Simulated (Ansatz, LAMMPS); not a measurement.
# Compressing and expanding amorphous Ge (65 atoms): runs compared

How stiff is amorphous Ge (65 atoms), and how do its levels respond to strain?

Computed with Ansatz 0.2.0: Kohn-Sham DFT, PBE, PAW (set soft_1), plane waves.

## (1) The cell as built

The cell holds 65 atoms: 65 Ge. Its edges and angles: a = 11.613 Å, b = 11.613 Å, c = 11.613 Å, α = 90.0°, β = 90.0°, γ = 90.0°. 65 atoms (65 Ge) placed at random at 5.01 g/cm³, melted at 3500 K for 10 ps at fixed volume with the Tersoff potential (Tersoff, Phys. Rev. B 39, 5566 (1989)). Quenched from 3500 K to 700 K at 5 K/ps and fixed volume, held 5 ps, then minimised at fixed cell.

What the set-up can't give: The quench rate of 5 K/ps is orders of magnitude faster than experiment, which tends to freeze in extra defects. The starting topology of bonds comes from the classical model, and needn't be the one that DFT or experiment would give. Sampling is at Γ alone.

## (2) The reference run

The reference is a single point at the end of the relaxation.

Every strained cell starts from the geometry of this run, and its atoms are relaxed with the cell held.

Its input, with most atom lines left out:

```yaml
crystal:
  lattice:
    - [11.76256, -0.05583, -0.1463]
    - [-0.05583, 12.33861, 0.05615]
    - [-0.1463, 0.05615, 10.90751]
  atoms:
    - { symbol: Ge, position: [0.4933, 0.88501, 0.48209] }
    - { symbol: Ge, position: [0.40211, 0.45308, 0.37793] }
    - { symbol: Ge, position: [0.63274, 0.20764, 0.4989] }
    - { symbol: Ge, position: [0.28762, 0.82474, 0.46594] }
    - { symbol: Ge, position: [0.49794, 0.92956, 0.17358] }
    - { symbol: Ge, position: [0.05258, 0.22538, 0.30269] }
    - { symbol: Ge, position: [0.01321, 0.08556, 0.93956] }
    [... atom lines 8 to 65 left out ...]
kpoints:
  mp_grid: { grid: [1, 1, 1] }
hamiltonian:
  xc: pbe
  pseudopotentials: { kind: paw, azcp: { folder: soft_1 } }
scf:
  occupations: { method: fermi_dirac, width: 0.025 }
output:
  forces: true
  stress: true
  populations: true
  dos:
    method: { smearing: { sigma: 0.15 } }
    de: 0.1
    projected: { site_lists: { Ge: [Ge] } }
  eigenvalues: true
  write_density: true
  write_potential: true
  volumetric_format: npy
  elf: true
```

```
free energy per atom   : -4294.8058 eV/atom
r.m.s. force component : 0.00726 eV/Å
pressure               : 0.007427 GPa
```

Filled and empty levels are parted by 0.275 eV (at Γ alone); a semilocal functional tends to put such gaps too low. In a disordered cell it changes from sample to sample, and tail or defect levels can set it.

## (3) The runs

Each row is one run, on 4 threads of Arm Neoverse V1, shared host. The free energy is the program's total, comparable only between runs with the same functional, potentials and atoms.

| run | atoms | outcome | ionic steps, all passes | free energy (eV) | time | host memory (GiB) |
| --- | --- | --- | --- | --- | --- | --- |
| Single point at the start | 65 | converged | - | -279159.463 | 32 s | 2.2 |
| Cell and atoms relaxed | 65 | converged | 13 | -279162.375 | 6.3 min | 2.3 |
| Single point at the relaxed geometry | 65 | converged | - | -279162.375 | 61 s | 2.3 |
| Volume -3 % | 65 | converged | 2 | -279162.142 | 75 s | 2.3 |
| Volume +3 % | 65 | converged | 2 | -279162.171 | 80 s | 2.4 |
| Volume -6 % | 65 | converged | 3 | -279161.410 | 1.7 min | 2.2 |
| Volume +6 % | 65 | converged | 3 | -279161.609 | 2.2 min | 2.5 |
| Volume -10 % | 65 | converged | 5 | -279159.518 | 2.8 min | 2.2 |

In some runs the program notes that the SCF threshold is loose for the stress.

## (4) Pressure against volume

Atoms are relaxed at each volume, in the scaled cell.

| volume change (%) | volume (Å³/atom) | energy change (meV/atom) | pressure (GPa) | largest move on relaxing (Å) | bonds | gap (eV) |
| --- | --- | --- | --- | --- | --- | --- |
| -10 | 21.915 | 43.95 | 6.26 | 0.20 | 132 | 0.297 |
| -6 | 22.888 | 14.85 | 3.45 | 0.07 | 132 | 0.283 |
| -3 | 23.619 | 3.58 | 1.63 | 0.03 | 132 | 0.282 |
| +0 | 24.349 | 0.00 | 0.01 | - | 132 | 0.275 |
| +3 | 25.080 | 3.13 | -1.34 | 0.03 | 132 | 0.265 |
| +6 | 25.810 | 11.79 | -2.46 | 0.07 | 132 | 0.255 |

## (5) Findings

The bulk modulus, from the slope of pressure against ln V over the three points nearest the relaxed volume, is 49.4 GPa; a quadratic over all points gives a pressure derivative of about 4.0. The gap goes from 0.297 eV at the smallest volume to 0.255 eV at the largest, -0.2 eV per unit of ln V by a straight line, on the run's k-points.

Caveats: Strains are finite and relaxations stop at the force tolerance of the input, which can leave moduli too stiff; they are those of a static cell at zero temperature. Volumes are changed with the cell's shape held, so in an anisotropic solid the modulus lies over the one under free hydrostatic load. The program notes that the SCF threshold of the relaxations is loose for the stress.

The DFT runs together took 17 min of wall time.

[Logs are printed without paths, hosts, clocks, repeated set-up lines and the standing remarks that a program may print on its own settings, such as how far it seeks lower states.]

[Hosts, paths, dates, database ids (printed as entryN), source tags and the programs' standing remarks are cut or masked in the printed files.]
